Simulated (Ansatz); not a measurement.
**What do other settings change for H-capped ZnSe nanowire along [110] (68 atoms)?**

The cell holds 68 atoms: 20 Se, 16 Zn and 32 H. Its edges and angles: a = 19.199 Å, b = 19.547 Å, c = 8.016 Å, α = 90.0°, β = 90.0°, γ = 90.0°. It derives from ZnSe (zinc-blende). Square section of size parameter 4.53 Å cut from zinc-blende ZnSe (a = 5.668 Å) along [110], 2 periods, broken bonds capped with H, 9 Å of vacuum. Regions: wire, 36 atoms (20 Se and 16 Zn); hydrogen, 32 atoms (32 H). Vacuum lies along a and b. The structure repeats along c.

Geometry: as built.

Reference run: Kohn-Sham DFT, PBE, PAW (set soft_2, large core), plane waves (Ansatz 0.2.0), cutoff 420 eV, k-mesh 1×1×2, fermi-dirac smearing of 0.025 eV.

- r.m.s. force component: 0.9924 eV/Å
- spacing of highest filled and lowest empty level: 0.0168 eV
- SCF cycles: 19
- time: 53 s on 8 threads of Arm Neoverse V1, shared host

**Question.** The same geometry is run again with each of these changes. How far do the results move, and how long does each run take?
- support functions low
- support functions medium
- scf.occupations.method = "methfessel_paxton" and scf.occupations.width = 0.15

Each row is set against the plane-wave reference (Kohn-Sham DFT, PBE, PAW (set soft_2, large core), plane waves; r.m.s. force component 0.992 eV/Å). Energies are set beside the reference only for runs with its functional, potentials and electron count. Times are for 8 threads of Arm Neoverse V1, shared host. The reference's time includes the DOS, ELF and grids, which some other runs skip.

```csv
run,"Δ force, r.m.s. (meV/Å)",share of r.m.s. force (%),Δ energy (meV/atom),cycles,time,host memory (GiB)
reference,-,-,-,19,53 s,7.1
support functions low,2.04,0.205,-2.15,15,64 s,3.4
support functions medium,2.07,0.208,-2.15,16,71 s,3.5
scf.occupations.method = "methfessel_paxton" and scf.occupations.width = 0.15,5.57,0.561,0.139,16,46 s,7.1
```

Among numerical settings the force difference runs from 2.0 meV/Å (support functions low) to 5.6 meV/Å (scf.occupations.method = "methfessel_paxton" and scf.occupations.width = 0.15). At 68 atoms the fastest of the runs at a preset level, support functions low, takes roughly 1.2 times the time of plane waves (whose run also made extra analyses), in 15 SCF cycles against 19. Differences between support functions and plane waves include what basis error the plane-wave run still has. 

[Long decimals in the printed logs are rounded to 6 places.]

[Logs are printed without paths, hosts, clocks, repeated set-up lines and the standing remarks that a program may print on its own settings, such as how far it seeks lower states.]

[Hosts, paths, dates, database ids (printed as entryN), source tags and the programs' standing remarks are cut or masked in the printed files.]
